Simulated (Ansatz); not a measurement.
**Formation energy and levels of the self-interstitial Li_i (4-fold void) in CsLi2Br3 (Immm)**

Wanted: the transition levels of a self-interstitial in CsLi2Br3 (Immm), from a cell of 72 host atoms with 1 Li put in.

Program: Ansatz 0.2.0. Level of theory: place-levels on PBEsol runs: charge-transition levels and formation energies with image-charge correction and potential alignment at the atomic sites. Results are calculated unless marked as measured.

### Step 1. Starting point

The cell holds 73 atoms: 12 Cs, 25 Li and 36 Br. Its edges and angles: a = 13.853 Å, b = 11.980 Å, c = 13.179 Å, α = 90.0°, β = 90.0°, γ = 67.3°. It derives from CsLi2Br3 (space group Immm). Nearest the centre at fractional (0.287, 0.692, 0.904): Li73 at 0.00 Å, Cs25 at 2.48 Å, Br46 at 2.50 Å, Li30 at 2.51 Å, Br20 at 2.55 Å, Br22 at 2.92 Å, Li6 at 2.92 Å, Br39 at 3.37 Å.

Known beforehand: the electronic dielectric constant, (3.11, 3.22, 3.04), and the static one, (6.58, 24.18, 6.70), from a response run on this crystal (DFPT, PBEsol) at that run's own cell.

The cell's shortest repeat is 12.0 Å.

### Step 2. What was run first

Levels follow from differences of total energies between charge states, each relaxed by itself.

Each atom starts 0.05 Å or so off its site in a random direction. Forces are taken at one point at (¼, ¼, ¼). The cell holds 1 electron more than the neutral one, with a uniform background that keeps it neutral on the whole.

The sampling was tested on the host first: at the k-points planned (1x1x1 shifted 0.25 0.25 0.25) its energy lies 0.002 eV an atom from the dense-mesh value, under the bound of 0.02 eV set for this test; that bounds the host's error, not the defect's.

One of the inputs; charge, spin and start change from state to state.

File qm1.relax/input.yaml:

```yaml
crystal:
  lattice:
    - [13.85313979, 0.0, 0.0]
    - [4.61771326, 11.05374873, 0.0]
    - [0.0, 0.0, 13.17917308]
  atoms:
    - { symbol: Cs, position: [0.0, 0.5, 0.0] }
    - { symbol: Cs, position: [0.08333333, 0.75, 0.5] }
    - { symbol: Cs, position: [0.16666667, 0.0, 0.0] }
[... 2 atom lines left out ...]
    - { symbol: Li, position: [0.08333333, 0.75, 0.80795831] }
[... 3 atom lines left out ...]
    - { symbol: Li, position: [0.08333333, 0.75, 0.19204169] }
    - { symbol: Li, position: [0.16666667, 0.0, 0.69204169] }
[... 1 atom line left out ...]
    - { symbol: Br, position: [0.0, 0.0, 0.78187158] }
[... 1 atom line left out ...]
    - { symbol: Br, position: [0.16666667, 0.5, 0.78187158] }
    - { symbol: Br, position: [0.25, 0.75, 0.28187158] }
[... 3 atom lines left out ...]
    - { symbol: Br, position: [0.25, 0.75, 0.71812842] }
[... 1 atom line left out ...]
    - { symbol: Br, position: [0.08333333, 0.75, 0.0] }
[... 2 atom lines left out ...]
    - { symbol: Cs, position: [0.33333333, 0.5, 0.0] }
[... 4 atom lines left out ...]
    - { symbol: Li, position: [0.41666667, 0.75, 0.80795831] }
[... 2 atom lines left out ...]
    - { symbol: Li, position: [0.33333333, 0.5, 0.69204169] }
    - { symbol: Li, position: [0.41666667, 0.75, 0.19204169] }
[... 2 atom lines left out ...]
    - { symbol: Br, position: [0.33333333, 0.0, 0.78187158] }
[... 1 atom line left out ...]
    - { symbol: Br, position: [0.5, 0.5, 0.78187158] }
[... 3 atom lines left out ...]
    - { symbol: Br, position: [0.5, 0.5, 0.21812842] }
    - { symbol: Br, position: [0.58333333, 0.75, 0.71812842] }
[... 1 atom line left out ...]
    - { symbol: Br, position: [0.41666667, 0.75, 0.0] }
[... 2 atom lines left out ...]
    - { symbol: Cs, position: [0.66666667, 0.5, 0.0] }
[... 23 atom lines left out ...]
    - { symbol: Li, position: [0.286931, 0.692237, 0.904328] }
  host:
    repeats: [3, 1, 1]
    atoms:
      - { symbol: Cs, position: [0.0, 0.5, 0.0] }
      - { symbol: Cs, position: [0.25, 0.75, 0.5] }
      # ... 22 more atoms of the perfect host
total_charge: -1
basis:
  ecutwfc: 420
  xc_grid: 2
hamiltonian:
  xc: pbesol
kpoints:
  mp_grid: { grid: [1, 1, 1], shift: [0.25, 0.25, 0.25] }
scf:
  occupations: { method: fixed }
  max_iter: 80
output:
  forces: true
  charged_corrections:
    epsilon: [3.11, 3.22, 3.04]
    static_epsilon: [6.58, 24.18, 6.7]
    defect_position: [0.286931, 0.692237, 0.904328]
relax:
  f_tol: 0.02
  max_steps: 80
  random_displacement: { amplitude: 0.05, seed: 8494 }
checkpoint:
  write: "../qm1.relax.run"
  compress: false
  write_wavefunctions: true
  write_every: 100000
```

Started as:

```sh
$ ansatz run input.yaml --threads 4 --pin off --max-ram 14131MiB --backend cpu --events-out ev --progress --plain --runs-dir out
```

Defect states can disperse in a cell of this size, so the energy is taken again at a 2×2×2 shifted mesh, on the relaxed structure.

The run of this state that the levels use, under PBEsol:

File qm1.point/input.yaml:

```yaml
crystal:
  checkpoint: "../qm1.relax.run"
  host: checkpoint
total_charge: -1
basis:
  ecutwfc: 420
  xc_grid: 2
hamiltonian:
  xc: pbesol
kpoints:
  mp_grid: { grid: [2, 2, 2], shift: [0.5, 0.5, 0.5] }
scf:
  occupations: { method: fermi_dirac, width: 0.01 }
  max_iter: 80
output:
  forces: true
  eigenvalues: true
  charged_corrections:
    epsilon: [3.11, 3.22, 3.04]
    static_epsilon: [6.58, 24.18, 6.7]
    defect_position: [0.286931, 0.692237, 0.904328]
  eigenstates: { localisation: true }
  populations: true
  band_densities: [{ bands: [v1, v1] }, { bands: [c1, c1] }]
  write_density: true
  write_potential: true
  volumetric_format: npy
  elf: true
checkpoint:
  read: "../qm1.relax.run"
  write: "../qm1.point.run"
  compress: false
  write_wavefunctions: false
  write_every: 100000
```

Relaxations under PBEsol at one point at (¼, ¼, ¼); times on 4 threads of Intel Xeon Platinum 8259CL at 2.50GHz (Skylake/Cascade Lake), shared host:

```tsv
charge	moment (μB)	occupations	outcome	steps	largest displacement against the far atoms (Å)	time
−1	0	fixed	converged	5	0.56	3 min
0	1	fixed	converged	6	0.58	6.3 min
+1	0	fixed	converged	14	0.67	5.9 min
−1	2	fixed	converged	14	0.68	12 min
```

Single points under PBEsol at a 2×2×2 shifted mesh; times on 4 threads of Intel Xeon Platinum 8259CL at 2.50GHz (Skylake/Cascade Lake), shared host:

```tsv
charge	moment (μB)	occupations	outcome	time
−1	0	fermi-dirac	converged	3.4 min
0	1	fermi-dirac	converged	8.5 min
+1	0	fermi-dirac	converged	3.1 min
−1	2	fermi-dirac	converged	6.7 min
```

Distances (Å) from Li73 to the nearest atoms after relaxation with PBEsol:

```tsv
charge	moment (μB)	1.	2.	3.	4.	5.	6.
−1	0	Br 2.46	Br 2.46	Br 2.48	Li 2.89	Li 2.92	Cs 3.27
−1	2	Br 2.50	Br 2.51	Br 2.51	Li 2.87	Li 2.87	Li 3.10
0	1	Br 2.44	Br 2.46	Br 2.47	Li 2.88	Li 2.90	Cs 3.22
+1	0	Br 2.43	Br 2.61	Br 2.64	Br 2.86	Li 2.87	Li 2.91
```

### Step 3. Levels against the band edges, PBEsol

A charged cell interacts with its images and the background, and its potential has another zero than the host's. place-levels removes the first by a point-charge model, screened by the static dielectric constant since the ions have relaxed around the charge, and the second by comparing potentials at atoms far from the defect.

The host is a run of the defect-free crystal in the same cutoffs, grids and k-points, so that basis and sampling errors cancel in part in the differences. Its band edges come from a run of the primitive cell that searches the zone for them. The host is run in a cell of 24 atoms on a matching mesh. Chemical potentials are energies per atom of Li (bcc), run with the same functional and cutoff.

File levels.point.yaml:

```yaml
host:
  run: host.point.run
  levels_from: { run: edges.point.run }
states: [qm1.point.run, q0_M1.point.run, qp1.point.run, qm1_M2.point.run]
geometry_from:
  qm1.point.run: qm1.relax.run
  q0_M1.point.run: q0_M1.relax.run
  qp1.point.run: qp1.relax.run
  qm1_M2.point.run: qm1_M2.relax.run
  host.point.run: host.relax.run
chemical_potentials:
  Li:
    energy: -202.99658
    dataset: "<sha256 of the dataset>"
epsilon: [3.11, 3.22, 3.04]
static_epsilon: [6.58, 24.18, 6.7]
vertical:
  - { from: qm1.point.run, to: qm1.point_neutral.run }
  - { from: qp1.point.run, to: qp1.point_neutral.run }
  - { from: qm1_M2.point.run, to: qm1_M2.point_neutral.run }
```

Started as:

```sh
$ ansatz place-levels levels.point.yaml -- --threads 4 --pin off --max-ram 14131MiB
```

Numbers of over 12 decimals in the logs are rounded to 6 here.

Log:

```text
[... repeated set-up lines and file paths are left out, and long positions are rounded to six places ...]
(+1/0) 4.373 eV above the valence edge (+4.564 eV without the band-filling correction), in the conduction band; not on the lower envelope
(0/-1) 4.349 eV above the valence edge (+4.720 eV without the band-filling correction), in the conduction band; not on the lower envelope
(+1/-1) 4.361 eV above the valence edge (+4.642 eV without the band-filling correction), in the conduction band: charges between them are lowest nowhere
formation energy of charge +1: -2.771 eV with the Fermi level at the valence edge
formation energy of charge 0: +1.602 eV with the Fermi level at the valence edge
formation energy of charge -1: +5.952 eV with the Fermi level at the valence edge
vertical -1 to 0: no energy, since no alignment is typed
  the change from vertical[0].from (qm1.point.run) to vertical[0].to (qm1.point_neutral.run): by its potential at epsilon [3.11, 3.22, 3.04] it stands at 0.272 0.833 0.949, with an rms radius of about 7.9 Å (5.0 4.2 4.4 Å across the planes of the cell's [...]
vertical +1 to 0: no energy, since no alignment is typed
  the change from vertical[1].from (qp1.point.run) to vertical[1].to (qp1.point_neutral.run): by its potential at epsilon [3.11, 3.22, 3.04] it stands at 0.377 0.593 0.890, with an rms radius of about 7.7 Å (5.1 4.0 4.0 Å across the planes of the cell's [...]
vertical -1 to 0: no energy, since no alignment is typed
  the change from vertical[2].from (qm1_M2.point.run) to vertical[2].to (qm1_M2.point_neutral.run): by its potential at epsilon [3.11, 3.22, 3.04] it stands at 0.257 0.758 0.982, with an rms radius of about 6.8 Å (4.2 3.6 3.9 Å across the planes of the cell's [...]
  edges by pbesol of host.levels_from (edges.point.run), its mesh sampled to repeats of 36.94 Å (the valence edge +0.099 eV and the conduction edge -0.350 eV from those of the host's own run), gap 4.314 eV; the host is sampled to repeats of 28.81 Å
  the defect's cells are sampled to repeats of 28.81 Å, like sampling
  charge +1: -170740.2414 eV with its correction of +0.142 eV, at epsilon [6.58, 24.18, 6.7], aligned at sites: -0.0019 eV, mean over 37 atomic sites at or beyond 5.99 Å from the defect at [0.2869, 0.6922, 0.9043], with -0.032959 for the charge's moments and [...]
  charge 0: +0.000 eV for its dipole among its images, -0.000 omitted
  charge -1: -170726.4125 eV with its correction of +0.013 eV, at epsilon [6.58, 24.18, 6.7], aligned at sites: +0.1310 eV, mean over 37 atomic sites at or beyond 5.99 Å from the defect at [0.2869, 0.6922, 0.9043], with -0.000084 for the charge's moments and [...]
  charge -1: states[3] (qm1_M2.point.run) stands 0.179 eV higher, with a moment of 2.00 μB against 0.00
  of states[2] (qp1.point.run): it parts from the run at its places by a charge that spreads by about 5.1 Å along one vector (2.2 Å or more is wide), by its potential at epsilon [3.11, 3.22, 3.04], taken for that of held ions (one typed too small widens it), [...]
  of states[1] (q0_M1.point.run): a band-filling correction moves a carrier to the host's band edge, which changes its energy by -0.191 eV; [...]
  of states[0] (qm1.point.run): it parts from the run at its places by a charge that spreads by about 5 Å along one vector (2.2 Å or more is wide), by its potential at epsilon [3.11, 3.22, 3.04], taken for that of held ions (one typed too small widens it), [...]
  of states[3] (qm1_M2.point.run): it parts from the run at its places by a charge that spreads by about 4.2 Å along one vector (2.2 Å or more is wide), by its potential at epsilon [3.11, 3.22, 3.04], taken for that of held ions (one typed too small widens [...]
  of vertical[0].from (qm1.point.run): it parts from the run at its places by a charge that spreads by about 5 Å along one vector (2.2 Å or more is wide), by its potential at epsilon [3.11, 3.22, 3.04], taken for that of held ions (one typed too small widens [...]
  of vertical[0].to (qm1.point_neutral.run): its moments are held at its close (magnetization.spin_locking), by a field of 0.029 eV a Bohr magneton, and its energy and levels are of the state that this holds: a run that lets them go can end lower
  of vertical[1].from (qp1.point.run): it parts from the run at its places by a charge that spreads by about 5.1 Å along one vector (2.2 Å or more is wide), by its potential at epsilon [3.11, 3.22, 3.04], taken for that of held ions (one typed too small [...]
  of vertical[1].to (qp1.point_neutral.run): its moments are held at its close (magnetization.spin_locking), by a field of 0.060 eV a Bohr magneton, and its energy and levels are of the state that this holds: a run that lets them go can end lower
  of vertical[2].from (qm1_M2.point.run): its displacements don't fall off away from the defect: farther atoms stand 0.113 Å off the host's places. [...]
  of vertical[2].to (qm1_M2.point_neutral.run): its displacements don't fall off away from the defect: farther atoms stand 0.113 Å off the host's places. [...]
```

Run time: 0.93 s. Hardware: 4 threads of Intel Xeon Platinum 8259CL at 2.50GHz (Skylake/Cascade Lake), shared host.

Levels between the charges placed, in eV above the valence top:

```tsv
	gap (eV)	(+1/0)	(0/−1)
PBEsol	4.31	4.37	4.35
```

Corrections by state:

```tsv
charge	moment (μB)	image terms and alignment (eV)	band filling (eV)	ε used	over the lowest of its charge, as the program ranks them, band filling apart (eV)
+1	0.0	0.142	-	principal values (6.58, 6.70, 24.18)	0.000
0	1.0	0.000	-0.191	-	0.000
−1	0.0	0.013	-0.562	principal values (6.58, 6.70, 24.18)	0.000
−1	2.0	0.040	-	principal values (6.58, 6.70, 24.18)	0.179
```

The charged structures listed were also run neutral, and place-levels reads from each pair, by the potential or the spins, how wide the charge is by which they differ; that can be the carrier of either run.

```tsv
charge	rms radius (Å)	spread where it is widest against the cell (Å)	wide from (Å)	reading
+1	7.7	5.15	2.21	wide
−1	7.9	4.99	2.21	wide
```

The neutral runs of these pairs need not share the spin of the lowest neutral state, and very wide values only mean spread over the cell.

From the program's caveats on the states, each cut to its opening words:

- charge +1: it parts from the run at its places by a charge that spreads by about 5.1 Å along one vector (2.2 Å or more is wide), by its potential at epsilon [3.11, 3.22, [...]
- charge 0 (1 μB): a band-filling correction moves a carrier to the host's band edge, which changes its energy by -0.191 eV
- charge 0 (1 μB): its moments are held at its close (magnetization.spin_locking), by a field of 0.036 eV a Bohr magneton, and its energy and levels are of the state that this [...]
- charge −1: it parts from the run at its places by a charge that spreads by about 5 Å along one vector (2.2 Å or more is wide), by its potential at epsilon [3.11, 3.22, [...]
- charge −1: a band-filling correction moves a carrier to the host's band edge, which changes its energy by -0.562 eV
- charge −1 (2 μB): it parts from the run at its places by a charge that spreads by about 4.2 Å along one vector (2.2 Å or more is wide), by its potential at epsilon [3.11, 3.22, [...]
- charge −1 (2 μB): the far atoms show a dipole or second moment of the defect's charge, for which the correction takes or leaves out 0.227 eV: further moments aren't read, and [...]
- charge −1 (2 μB): its displacements don't fall off away from the defect: farther atoms stand 0.113 Å off the host's places
- charge −1 (2 μB): its moments are held at its close (magnetization.spin_locking), by a field of 0.101 eV a Bohr magneton, and its energy and levels are of the state that this [...]

Formation energies (eV), elemental references (Δμ(Li) = 0.00 eV):

```tsv
charge	Fermi level at the valence top	at the conduction bottom
+1	-2.77	1.54
0	1.60	1.60
−1	5.95	1.64
```

### Step 4. Effect of the sampling

The relaxations' own energies give the levels at their sampling, for comparison.

File levels.relax_mesh.yaml:

```yaml
host:
  run: host.relax.run
  levels_from: { run: edges.relax.run }
states: [qm1.relax.run, q0_M1.relax.run, qp1.relax.run, qm1_M2.relax.run]
chemical_potentials:
  Li:
    energy: -202.99658
    dataset: "<sha256 of the dataset>"
```

Started as:

```sh
$ ansatz place-levels levels.relax_mesh.yaml -- --threads 4 --pin off --max-ram 14131MiB
```

Log:

```text
[...]
formation energy of charge +1: -2.778 eV with the Fermi level at the valence edge
formation energy of charge 0: +1.602 eV with the Fermi level at the valence edge
formation energy of charge -1: +5.956 eV with the Fermi level at the valence edge
  edges by pbesol of host.levels_from (edges.relax.run), its mesh sampled to repeats of 36.94 Å (the valence edge +0.098 eV and the conduction edge -0.350 eV from those of the host's own run), gap 4.314 eV; the host is sampled to repeats of 14.40 Å
[... the lines on each state left out ...]
```

Wall time 0.3 s (4 threads).

Levels between neighbouring charges, in eV above the valence top:

```tsv
	gap (eV)	(+1/0)	(0/−1)
one point at (¼, ¼, ¼)	4.31	4.38	4.35
a 2×2×2 shifted mesh	4.31	4.37	4.35
```

Going from one point at (¼, ¼, ¼) to a 2×2×2 shifted mesh moves formation energies against the elements by up to 0.01 eV; band-filling terms, which differ between samplings, are in these energies.

### Step 5. Results

```
gap of the host                                                             : 4.31 eV (PBEsol)
level (plus 1/0)                                                            : 4.37 eV above the valence top, past the conduction bottom, not a change between lowest states (4.56 eV above the valence top without the band-filling term)
level (0/minus 1)                                                           : 4.35 eV above the valence top, past the conduction bottom, not a change between lowest states (4.72 eV above the valence top without the band-filling term)
lowest of the charges placed, just above the valence top (0.02 eV)          : +1
lowest of the charges placed, just below the conduction bottom (0.02 eV)    : +1
lowest formation energy at mid-gap of the charges run, elemental references : -0.61 eV
```

What this shows: Of the charges placed (−1, 0 and +1), +1 is the lowest from 0.02 eV above the valence top to 0.02 eV below the conduction bottom, a gap of 4.31 eV. Charges above +1 were not placed, so these runs say nothing of levels that involve them. States placed: +1 at 0 μB; 0 at 1 μB; −1 at 0 μB and 2 μB. Other spin states or structures, where not listed, weren't placed. The program finds carriers beyond a band edge of the host and adds a band-filling term at charge −1 (-0.56 eV) and 0 (-0.19 eV); steps to such a charge show no bound level, and a defect level inside a band would be read the same way. Going from one point at (¼, ¼, ¼) to a 2×2×2 shifted mesh moves formation energies against the elements by up to 0.01 eV; band-filling terms, which differ between samplings, are in these energies. Keep in mind: PBEsol makes the gap too small and tends to spread out bound carriers; spin–orbit coupling, which can matter with heavy atoms, is left out.

[Logs are printed without paths, hosts, clocks, repeated set-up lines and the standing remarks that a program may print on its own settings, such as how far it seeks lower states.]

[Hosts, paths, dates, database ids (printed as entryN), source tags and the programs' standing remarks are cut or masked in the printed files.]

[Where a table of states has a column of steps, it counts the stored structures, which are thinned; the runs took as many ionic steps or more.]

[A defect's name tells the site on which it was built; relaxed atoms can leave that site.]

[For some hosts the program warned that the k-mesh of the response run may be too coarse for force constants and the static dielectric constant; such warnings are not shown here.]
